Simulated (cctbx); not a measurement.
# What is wrong with this refinement?

Cell a = 4.4570 Å, b = 4.4570 Å, c = 9.9330 Å, α = 90.00°, β = 90.00°, γ = 90.00°; space group P4/nmm (no. 129, origin choice 1).

The data are simulated with cctbx, not measured: Mo Kα, λ = 0.71073 Å, to d = 0.84 Å, 95 % of the full sphere, strongest reflection 5000 counts, noise from counting, a 1.5 % proportional error and a noise floor of 8 counts (s.d.); no absorption.

An anisotropic refinement with weights 1/σ² prints:

```text
Rint 0.041, 133 unique reflections to 0.84 A
cycle     R1     wR2    GooF  max shift (A)
   1  0.0225  0.0418   2.054   0.00027
   2  0.0147  0.0267   1.312   0.00000
final R1 0.0147 wR2 0.0267 GooF 1.312  parameters 10  data/parameter 13.3
atom        x        y        z      Ueq    occ   su(xyz)  su(Uiso or U11)
Bi1    0.50000  0.00000  0.65941   0.0070  1.000  0.00007  0.0002
Nd1    0.50000  0.00000  0.25129   0.0063  1.000  0.00009  0.0003
Sb1    0.00000  0.00000  0.00000   0.0074  1.000  0.00000  0.0003
Cu1    0.00000  0.00000  0.50000   0.0084  1.000  0.00000  0.0006
difference map: max 2.77 min -1.32 rms 0.32
Q1    0.0000  0.5000  0.7040    2    2.79  0.44 A from Nd1
Q2    0.0000  0.5000  0.7843    2    2.19  0.35 A from Nd1
Q3    0.0000  0.0000  0.2707    4    1.00  2.24 A from Nd1
Q4    0.0936  0.4064  0.1193    8    0.92  2.20 A from Sb1
Q5    0.0000  0.5000  0.5772    2    0.90  1.70 A from Nd1
Q6    0.2534  0.2466  0.3915    8    0.80  1.68 A from Bi1
```

Q: Accept it or mend it, and why?

Mend it. The fault: wrong element: Nd1 is Sm. Against the right model at the same level, R1 goes from 0.0117 to 0.0147 and GooF from 0.96 to 1.31. Nd1 has 2 electrons too few and its U shrinks to make up, as expected (near an absorption edge f′ can widen the mismatch well beyond the difference in Z). The signs are weak, and the output alone doesn't single this fault out.

The compound is SmCuBiSb. The right model at the same level gives:

```text
Rint 0.041, 133 unique reflections to 0.84 A
cycle     R1     wR2    GooF  max shift (A)
   1  0.0128  0.0211   1.039   0.00019
   2  0.0117  0.0195   0.957   0.00000
final R1 0.0117 wR2 0.0195 GooF 0.957  parameters 10  data/parameter 13.3
atom        x        y        z      Ueq    occ   su(xyz)  su(Uiso or U11)
Bi1    0.50000  0.00000  0.65940   0.0063  1.000  0.00005  0.0002
Sm1    0.50000  0.00000  0.25129   0.0081  1.000  0.00006  0.0002
Sb1    0.00000  0.00000  0.00000   0.0067  1.000  0.00000  0.0002
Cu1    0.00000  0.00000  0.50000   0.0078  1.000  0.00000  0.0004
difference map: max 1.28 min -1.08 rms 0.26
Q1    0.0000  0.5000  0.6987    2    1.31  0.50 A from Sm1
Q2    0.0000  0.0000  0.2678    4    1.05  2.23 A from Sm1
Q3    0.0000  0.2819  0.7559    8    0.96  0.97 A from Sm1
Q4    0.0000  0.5000  0.5778    2    0.90  1.70 A from Sm1
Q5    0.0975  0.4025  0.1188    8    0.85  2.19 A from Sb1
Q6    0.2542  0.2458  0.3886    8    0.81  1.67 A from Bi1
```

Isotropic U is held between 0.0001 and 1 Å² by the program, and listed peak heights are interpolated, so they can pass the grid's maximum.

This is a model crystal, built by substitution and not relaxed, with assumed displacement parameters.

[Middle refinement cycles are left out of these outputs.]

[Logs are printed without paths, hosts, clocks, repeated set-up lines and the standing remarks that a program may print on its own settings, such as how far it seeks lower states.]
